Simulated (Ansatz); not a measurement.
# Phonons of AlRu (Pm-3m) against volume

Aim: how do the optical modes of AlRu (Pm-3m) move with volume?

Program: Ansatz 0.2.0. Level of theory: DFT LDA, scalar-relativistic, plane waves, PAW; PAW set soft_1. Results are calculated unless marked as measured.

## Step 1: The starting structure

The structure is cubic, space group Pm-3m (No. 221). The conventional cell has a = 2.992 Å, b = 2.992 Å, c = 2.992 Å, α = 90.00°, β = 90.00°, γ = 90.00°. Nearest to Al lie 8 Ru at 2.59 Å. Ru has 8 Al at 2.59 Å nearest. Farther neighbours are not listed.

Structure file:

```cif
data_structure
_symmetry_space_group_name_H-M 'Pm-3m'
_symmetry_Int_Tables_number 221
_cell_length_a 2.9916
_cell_length_b 2.9916
_cell_length_c 2.9916
_cell_angle_alpha 90.000
_cell_angle_beta 90.000
_cell_angle_gamma 90.000
_cell_volume 26.77
loop_
_atom_site_label
_atom_site_type_symbol
_atom_site_symmetry_multiplicity
_atom_site_Wyckoff_symbol
_atom_site_fract_x
_atom_site_fract_y
_atom_site_fract_z
_atom_site_occupancy
Al1 Al 1 a 0.00000 0.00000 0.00000 1
Ru1 Ru 1 b 0.50000 0.50000 0.50000 1
```

## Step 2: A rough relaxation first

The start is far from rest, so a relaxation with loose tolerances brings it close first.

input.yaml

```yaml
crystal:
  lattice:
    - [2.9916, 0.0, 0.0]
    - [0.0, 2.9916, 0.0]
    - [0.0, 0.0, 2.9916]
  atoms:
    - { symbol: Al, position: [0.0, 0.0, 0.0] }
    - { symbol: Ru, position: [0.5, 0.5, 0.5] }
kpoints:
  mp_grid: { grid: [6, 6, 6] }
hamiltonian:
  xc: lda
  pseudopotentials: { kind: paw, azcp: { folder: soft_1 }, xc_functional: pbe }
scf:
  occupations: { method: gaussian, width: 0.1 }
output:
  forces: true
  stress: true
  eigenvalues: true
relax:
  adjacent_minimum: "off"
  f_tol: 0.05
  max_steps: 80
  cell: { stress_tol: 0.5 }
```

Started as:

```bash
> ansatz run input.yaml --threads 4 --pin off --max-ram 10240MiB --backend cpu --events-out ev --progress --plain --runs-dir out
```

Numbers of over 12 decimals in the logs are rounded to 6 here.

The log of the run:

```text
The last accepted step is kept in <dir> (removed where the run ends without a failure and the disk answers)
Engine: ansatz 0.2.0, aarch64-unknown-linux-gnu
Pseudopotentials: kind: paw
Pseudopotential: Al, paw, valence charge 3, recommended cutoff 420 eV (normal), soft_1/Al.paw.azcp
Pseudopotential: Ru, paw, valence charge 16, recommended cutoff 420 eV (normal), soft_1/Ru.paw.azcp
Functional definition: SPW92
[...]
--- Relaxed structure (3 steps of the walk, 3 accepted, 1 SCFs on fresh bases) ---
  F+E_penalty+E_count = -6272.50711816 eV   max|allowed force component| = 2.095e-30 eV/Å   (the final SCF, on the basis selected at the relaxed cell)
  cell:  # Å, volume = 25.7839 Å³
    - [2.954265, 0, 0]
    - [0, 2.954265, 0]
    - [0, 0, 2.954265]
  atoms:
    - { symbol: Al, position: [0, 0, 0] }
    - { symbol: Ru, position: [0.5, 0.5, 0.5] }
[key lines of the parts left out:]
SCF converged after 7 iterations
Free energy (F): -6272.507118 eV
Fermi energy:    16.318206 eV
P = ⅓ Tr σ = -0.1820 GPa (-1.820 kbar)
```

Wall time 1.1 s (4 threads of Arm Neoverse V1, shared host); peak memory 0.27 GiB.

The steps of the relaxation:

| step | energy less that of the first step (eV) | largest force component (eV/Å) | pressure (GPa) | volume (Å³) |
| --- | --- | --- | --- | --- |
| 1 | 0.0000 | 0.0000 | -8.22 | 26.77 |
| 2 | -0.0257 | 0.0000 | 2.54 | 25.49 |
| 3 | -0.0276 | 0.0000 | -0.16 | 25.78 |
| 4* | -0.0268 | 0.0000 | -0.18 | 25.78 |

Relaxation steps marked * repeat the geometry before them on a plane-wave basis chosen anew for their cell, so energy and pressure can jump there.

The run keeps the 48 symmetry operations that it works with, so distortions that break them were not tested.

```
conventional cell, symmetrised  before  after  change
                         a (Å)   2.992  2.954  -1.2 %
                         b (Å)   2.992  2.954  -1.2 %
                         c (Å)   2.992  2.954  -1.2 %
              volume (Å³/atom)   13.39  12.89  -3.7 %
```

Final coordinates:

```xyz
2
Lattice="2.9543 0.0000 0.0000 0.0000 2.9543 0.0000 0.0000 0.0000 2.9543" Properties=species:S:1:pos:R:3 pbc="T T T"
Al    0.0000    0.0000    0.0000
Ru    1.4771    1.4771    1.4771
```

This step gave:

* pressure: -0.1820 GPa
* volume per atom: 12.89 Å³
* gap on the k-mesh: 0 eV

In this step the volume went from 13.39 to 12.89 Å³/atom.

## Step 3: Bringing the structure to rest

Harmonic phonons are second derivatives at a point where the forces vanish, and they are wanted at zero stress, so atoms and cell are relaxed first.

input.yaml, the sections that differ from step 2:

```yaml
crystal:
  lattice:
    - [2.9542653596, 0.0, 0.0]
    - [0.0, 2.9542653596, 0.0]
    - [0.0, 0.0, 2.9542653596]
  atoms:
    - { symbol: Al, position: [0.0, 0.0, 0.0] }
    - { symbol: Ru, position: [0.5, 0.5, 0.5] }
kpoints:
  mp_grid: { grid: [14, 14, 14] }
relax:
  adjacent_minimum: "off"
  f_tol: 0.005
  max_steps: 80
  cell: { stress_tol: 0.05 }
# hamiltonian, scf, output: as in step 2
```

The log of the run:

```text
[...]
Crystal: 2 atoms, lattice volume = 25.784 Å³
Basis set: ecut = 420 eV, 485 PW (Γ)
Bands: 14, of which v1, the nominal top of the filled ones, is band 10 counted from 1 (9 counted from 0)
Symmetry: 48 space group operations
[...]
k-points: 120 of 2744
[...]
k-point 119: bands = [... 6 lower, 11.6392, 18.1827, 18.1827, 19.1925, 20.6782, 20.6782, 20.6782, 25.4060]
--- Relaxed structure (2 steps of the walk, 2 accepted, 1 SCFs on fresh bases) ---
[...]
cell:  # Å, volume = 25.7706 Å³
    - [2.953757, 0, 0.0]
    - [0, 2.953757, 0.0]
    - [0.0, 0.0, 2.953757]
  atoms:
    - { symbol: Al, position: [0, 0, 0] }
    - { symbol: Ru, position: [0.5, 0.5, 0.5] }
[key lines of the parts left out:]
SCF converged after 7 iterations
Free energy (F): -6272.498963 eV
Fermi energy:    16.468605 eV
P = ⅓ Tr σ = 0.0166 GPa (0.166 kbar)
```

Elapsed: 2.8 s, on 4 threads; peak memory 0.33 GiB; 8.4 s of CPU time.

Little changed from the start: no atom moved by 0.005 Å and no cell edge by 0.1 %.

Numbers from this step:

```
pressure : 0.01658 GPa
```

In this step the volume went from 12.89 to 12.89 Å³/atom.

## Step 4: Tight relaxation

Phonons need small forces and stress, so the relaxation is finished with tight tolerances on 16×16×16 k points.

input.yaml, the sections that differ from step 3:

```yaml
crystal:
  lattice:
    - [2.9537570653, 0.0, 0.0]
    - [0.0, 2.9537570653, 0.0]
    - [0.0, 0.0, 2.9537570653]
  atoms:
    - { symbol: Al, position: [0.0, 0.0, 0.0] }
    - { symbol: Ru, position: [0.5, 0.5, 0.5] }
kpoints:
  mp_grid: { grid: [16, 16, 16] }
scf:
  occupations: { method: methfessel_paxton, width: 0.2 }
relax:
  adjacent_minimum: "off"
  f_tol: 0.001
  max_steps: 60
  cell: { stress_tol: 0.01 }
# hamiltonian, output: as in step 3
```

The log of the run:

```text
[...]
Crystal: 2 atoms, lattice volume = 25.771 Å³
Basis set: ecut = 420 eV, 485 PW (Γ)
Bands: 14, of which v1, the nominal top of the filled ones, is band 10 counted from 1 (9 counted from 0)
Symmetry: 48 space group operations
[...]
k-points: 165 of 4096
[...]
k-point 164: bands = [... 6 lower, 11.6418, 18.1819, 18.1819, 19.1984, 20.6801, 20.6801, 20.6801, 25.4114]
--- Relaxed structure (2 steps of the walk, 2 accepted, 1 SCFs on fresh bases) ---
[...]
cell:  # Å, volume = 25.7675 Å³
    - [2.953638, 0, 0.0]
    - [0, 2.953638, 0.0]
    - [0.0, 0.0, 2.953638]
  atoms:
    - { symbol: Al, position: [0, 0.0, 0] }
    - { symbol: Ru, position: [0.5, 0.5, 0.5] }
[key lines of the parts left out:]
SCF converged after 5 iterations
Free energy (F): -6272.498310 eV
Fermi energy:    16.489459 eV
P = ⅓ Tr σ = 0.0037 GPa (0.037 kbar)
```

Run time: 2.8 s. Hardware: 4 threads; peak memory 0.36 GiB; 9.7 s of CPU time.

Little changed from the start: no atom moved by 0.005 Å and no cell edge by 0.1 %.

Numbers from this step:

```yaml
pressure: 0.003690 GPa
volume_per_atom: 12.88 Å³
```

The forces vanish by symmetry and the pressure is 0.004 GPa, within the tolerances set. The cell now holds 12.88 Å³/atom.

## Step 5: Zone-centre response at rest

Phonons follow from the second derivative of the energy, found here by linear response.

The modes at rest are the reference of the series.

input.yaml, the sections that differ from step 4:

```yaml
crystal:
  lattice:
    - [2.9536383624, 0.0, 0.0]
    - [0.0, 2.9536383624, 0.0]
    - [0.0, 0.0, 2.9536383624]
  atoms:
    - { symbol: Al, position: [0.0, 0.0, 0.0] }
    - { symbol: Ru, position: [0.5, 0.5, 0.5] }
output:
  eigenvalues: true
phonons:
  method: dfpt
# kpoints, hamiltonian, scf: as in step 4
# relax: removed
```

The log of the run:

```text
[...]
Crystal: 2 atoms, lattice volume = 25.767 Å³
Basis set: ecut = 420 eV, 485 PW (Γ), exchange–correlation on 40×40×40 points (8 copies of the dense FFT grid, shifted against one another)
Bands: 14, of which v1, the nominal top of the filled ones, is band 10 counted from 1 (9 counted from 0)
Symmetry: 48 space group operations
k-points: 405 of 4096 (irreducible under 8 space group operations, time reversal used)
[...]
SCF iter   1: F=—  HF=-6273.554715 eV  |F-HF|=—  |Δ(HF+E_count)|=         —  Δρ=1.17e-1  dr2=4.14e0  ethr=3.10e-3  ⟨swp⟩=4.8  Hψ=27769  notcnv=0
[...]
SCF iter   8: F=-6272.498311 eV  HF=-6272.498311 eV  |F-HF|=1.82e-12  |Δ(HF+E_count)|=  2.27e-11  S|Δr|=    0.00e0  Δρ=9.02e-8  dr2=8.85e-13  ethr=1.00e-12  ⟨swp⟩=5.5  Hψ=22172  notcnv=0
SCF 1 converged in 8 iterations: F = -6272.498311 eV  dr2 = 8.85e-13
[...]
DFPT response loops at Γ: preconditioner auto → Kerker (q_TF=auto, 2.593 Å⁻¹) (partly filled bands, converged f_vac=0.000); β = 1.00, the filter's whole step (`scf.mixing.beta` (0.50) is not read by the response loops under this deck's `scf.mixing.preconditioner`; to damp them name `kerker` or `kerker_dos`, under which they read `scf.mixing.beta`, and type it under 1.00, their step now; both keys bind the ground state too); Broyden in place of MSR1
SCF converged after 8 iterations
[...]
Free energy (F): -6272.498311 eV
[...]
Internal energy: -6272.496979 eV  (E = F + TS)
E sigma→0 (E₀):  -6272.497978 eV
Entropy (-TS):   -0.001332 eV (-0.666 meV/atom)
Fermi energy:    16.489459 eV
[...]
--- Band table (eV; the first three rows and the last of 405) ---
  k-point 0: bands = [... 6 lower, 12.6721, 16.6737, 16.6737, 16.6737, 22.6860, 22.6860, 22.6860, 27.6867]
  k-point 1: bands = [... 6 lower, 12.7028, 16.5721, 16.5721, 16.6838, 22.3083, 22.8439, 22.8439, 27.4989]
  k-point 2: bands = [... 6 lower, 12.7799, 16.3046, 16.3046, 16.7127, 21.4511, 23.2805, 23.2805, 26.9979]
  k-point 404: bands = [... 6 lower, 11.6418, 18.1819, 18.1819, 19.1984, 20.6801, 20.6801, 20.6801, 25.4114]
--- Phonons (Γ-DFPT): 2 representative perturbations + reference, on 405 of 4096 k-points (Σ response iterations 6) ---
  k mesh reduced under 8 symmetry operations, with k and −k counted as one. Each operation leaves every solved perturbation unchanged. A smaller set is not used because it would not reduce the number of displacements times k-points to solve
  ASR residual: 7.558e-5 → 0.000e0 eV/Å²; symmetrization residual: 2.201e-6 eV/Å²
  ASR residual per site (eV/Å²): 8.68e-6 7.56e-5
  Γ frequencies (cm⁻¹): 0.00 0.00 0.00 325.35 325.35 325.35
  non-analytic LO–TO correction: not included (Born effective charges unavailable; polar crystals: no LO–TO splitting at Γ)
```

The job ended after 8.8 s (4 threads; peak memory 0.65 GiB).

This step gave:

| Property | Result |
| --- | --- |
| sum-rule residual before enforcement | 7.56e-5 eV/Å² |
| point group | m-3m |
| highest optical mode at the zone centre (no LO-TO term) | 325.4 cm⁻¹ |
| lowest optical zone-centre mode | 325.4 cm⁻¹ |

Patterns of degenerate modes are one choice out of their space. Modes at Γ, with each element's share of the kinetic energy:

```csv
mode,frequency (cm⁻¹),symmetry,Al %,Ru %
1,0.0,acoustic,21,79
2,0.0,acoustic,21,79
3,0.0,acoustic,21,79
4,325.4,T1u,79,21
5,325.4,T1u,79,21
6,325.4,T1u,79,21
```

Displacements in mode 6 (325.4 cm⁻¹), the largest set to 1:
```
Al1  0.00  1.00  0.07
Ru2  0.00 -0.27 -0.02
```

Before it was imposed, the acoustic sum rule was missed by 7.6e-5 eV/Å². Small misses are needed for a sound result but don't prove that mesh and cutoff are converged. The lowest optical mode is real, 325 cm⁻¹.

## Step 6: Ground state of a member: 1.06 times the volume at rest

The cell is set to 1.06 times the volume at rest; symmetry leaves nothing else free, so this is a single point.

input.yaml, the sections that differ from step 5:

```yaml
crystal:
  lattice:
    - [3.0115675471, 0.0, 0.0]
    - [0.0, 3.0115675471, 0.0]
    - [0.0, 0.0, 3.0115675471]
  atoms:
    - { symbol: Al, position: [0.0, 0.0, 0.0] }
    - { symbol: Ru, position: [0.5, 0.5, 0.5] }
output:
  forces: true
  stress: true
  eigenvalues: true
# kpoints, hamiltonian, scf: as in step 5
# phonons: removed
```

The log of the run:

```text
[...]
Crystal: 2 atoms, lattice volume = 27.314 Å³
Basis set: ecut = 420 eV, 515 PW (Γ)
Bands: 14, of which v1, the nominal top of the filled ones, is band 10 counted from 1 (9 counted from 0)
Symmetry: 48 space group operations
[...]
k-points: 165 of 4096
[...]
SCF iter   1: F=—  HF=-6273.487891 eV  |F-HF|=—  |Δ(HF+E_count)|=         —  Δρ=1.15e-1  dr2=4.32e0  ethr=3.10e-3  ⟨swp⟩=4.6  Hψ=10969  notcnv=0
[...]
SCF iter   6: F=-6272.437858 eV  HF=-6272.437858 eV  |F-HF|=3.72e-8  |Δ(HF+E_count)|=   3.95e-7  S|Δr|=    0.00e0  Δρ=1.17e-5  dr2=4.11e-8  ethr=5.26e-10  ⟨swp⟩=5.6  Hψ=10860  notcnv=0
SCF 1 converged in 6 iterations: F = -6272.437858 eV  dr2 = 4.11e-8
[...]
SCF converged after 6 iterations
[...]
Free energy (F): -6272.437858 eV
[...]
Internal energy: -6272.436315 eV  (E = F + TS)
E sigma→0 (E₀):  -6272.437472 eV
Entropy (-TS):   -0.001543 eV (-0.771 meV/atom)
Fermi energy:    15.350856 eV
[...]
--- Stress (GPa, compression-positive) ---
      -11.890491      -0.000000      -0.000000
        0.000000     -11.890491       0.000000
        0.000000       0.000000     -11.890491
  P = ⅓ Tr σ = -11.8905 GPa (-118.905 kbar)
--- Band table (eV; the first three rows and the last of 165) ---
  k-point 0: bands = [... 6 lower, 11.8562, 15.5192, 15.5192, 15.5192, 21.2664, 21.2664, 21.2664, 26.2123]
  k-point 1: bands = [... 6 lower, 11.8821, 15.4259, 15.4259, 15.5283, 20.8931, 21.4159, 21.4159, 26.0494]
  k-point 2: bands = [... 6 lower, 11.9557, 15.1800, 15.1800, 15.5543, 20.0478, 21.8304, 21.8304, 25.6095]
  k-point 164: bands = [... 6 lower, 10.8372, 16.8893, 16.8893, 17.7004, 19.4027, 19.4027, 19.4027, 23.7251]
```

The job ended after 1.1 s (4 threads; peak memory 0.34 GiB; 3.8 s of CPU time).

This step gave:

```yaml
pressure: -11.89 GPa
volume_per_atom: 13.66 Å³
```

The forces vanish by symmetry, at a pressure of -11.89 GPa.

## Step 7: Modes of this member: 1.06 times the volume at rest

The zone-centre modes follow for 1.06 times the volume at rest.

Changes to input.yaml since step 6:

```diff
@@ -16,4 +16,4 @@
 output:
-  forces: true
-  stress: true
   eigenvalues: true
+phonons:
+  method: dfpt
```

The log of the run:

```text
[...]
Crystal: 2 atoms, lattice volume = 27.314 Å³
Basis set: ecut = 420 eV, 515 PW (Γ), exchange–correlation on 48×48×48 points (8 copies of the dense FFT grid, shifted against one another)
Bands: 14, of which v1, the nominal top of the filled ones, is band 10 counted from 1 (9 counted from 0)
Symmetry: 48 space group operations
k-points: 405 of 4096 (irreducible under 8 space group operations, time reversal used)
[...]
SCF iter   1: F=—  HF=-6273.487914 eV  |F-HF|=—  |Δ(HF+E_count)|=         —  Δρ=1.15e-1  dr2=4.32e0  ethr=3.10e-3  ⟨swp⟩=4.6  Hψ=26707  notcnv=0
[...]
SCF iter   8: F=-6272.437858 eV  HF=-6272.437858 eV  |F-HF|=1.82e-12  |Δ(HF+E_count)|=  1.18e-11  S|Δr|=    0.00e0  Δρ=1.30e-7  dr2=1.87e-12  ethr=1.00e-12  ⟨swp⟩=5.6  Hψ=22212  notcnv=0
SCF 1 converged in 8 iterations: F = -6272.437858 eV  dr2 = 1.87e-12
[...]
SCF converged after 8 iterations
[...]
Free energy (F): -6272.437858 eV
[...]
Internal energy: -6272.436315 eV  (E = F + TS)
E sigma→0 (E₀):  -6272.437472 eV
Entropy (-TS):   -0.001543 eV (-0.772 meV/atom)
Fermi energy:    15.350751 eV
[...]
--- Band table (eV; the first three rows and the last of 405) ---
  k-point 0: bands = [... 6 lower, 11.8561, 15.5190, 15.5190, 15.5190, 21.2664, 21.2664, 21.2664, 26.2123]
  k-point 1: bands = [... 6 lower, 11.8820, 15.4258, 15.4258, 15.5281, 20.8931, 21.4159, 21.4159, 26.0493]
  k-point 2: bands = [... 6 lower, 11.9556, 15.1799, 15.1799, 15.5542, 20.0477, 21.8304, 21.8304, 25.6095]
  k-point 404: bands = [... 6 lower, 10.8372, 16.8891, 16.8891, 17.7004, 19.4027, 19.4027, 19.4027, 23.7250]
[...]
ASR residual: 9.744e-5 → 0.000e0 eV/Å²; symmetrization residual: 1.672e-6 eV/Å²
  ASR residual per site (eV/Å²): 1.07e-5 9.74e-5
  Γ frequencies (cm⁻¹): 0.00 0.00 0.00 288.06 288.06 288.06
[...]
```

Run time: 11 s. Hardware: 4 threads; peak memory 0.67 GiB.

This step gave:

- sum-rule residual before enforcement: 9.74e-5 eV/Å²
- highest optical mode at the zone centre (no LO-TO term): 288.1 cm⁻¹
- lowest optical zone-centre mode: 288.1 cm⁻¹

Patterns of degenerate modes are one choice out of their space. The modes at Γ (shares of kinetic energy by element, %):

```
mode  frequency (cm⁻¹)  symmetry  Al %  Ru %
   1               0.0  acoustic    21    79
   2               0.0  acoustic    21    79
   3               0.0  acoustic    21    79
   4             288.1       T1u    79    21
   5             288.1       T1u    79    21
   6             288.1       T1u    79    21
```

The optical mode lies at 288.1 cm⁻¹.

Between step 5 and this run (volume ratio 1.06) the value for the highest optical mode at the zone centre (no LO-TO term) moves from 325 cm⁻¹ to 288 cm⁻¹ (-11 %).

[end of part 1 of 2]

[Logs are printed without paths, hosts, clocks, repeated set-up lines and the standing remarks that a program may print on its own settings, such as how far it seeks lower states.]

[Hosts, paths, dates, database ids (printed as entryN), source tags and the programs' standing remarks are cut or masked in the printed files.]
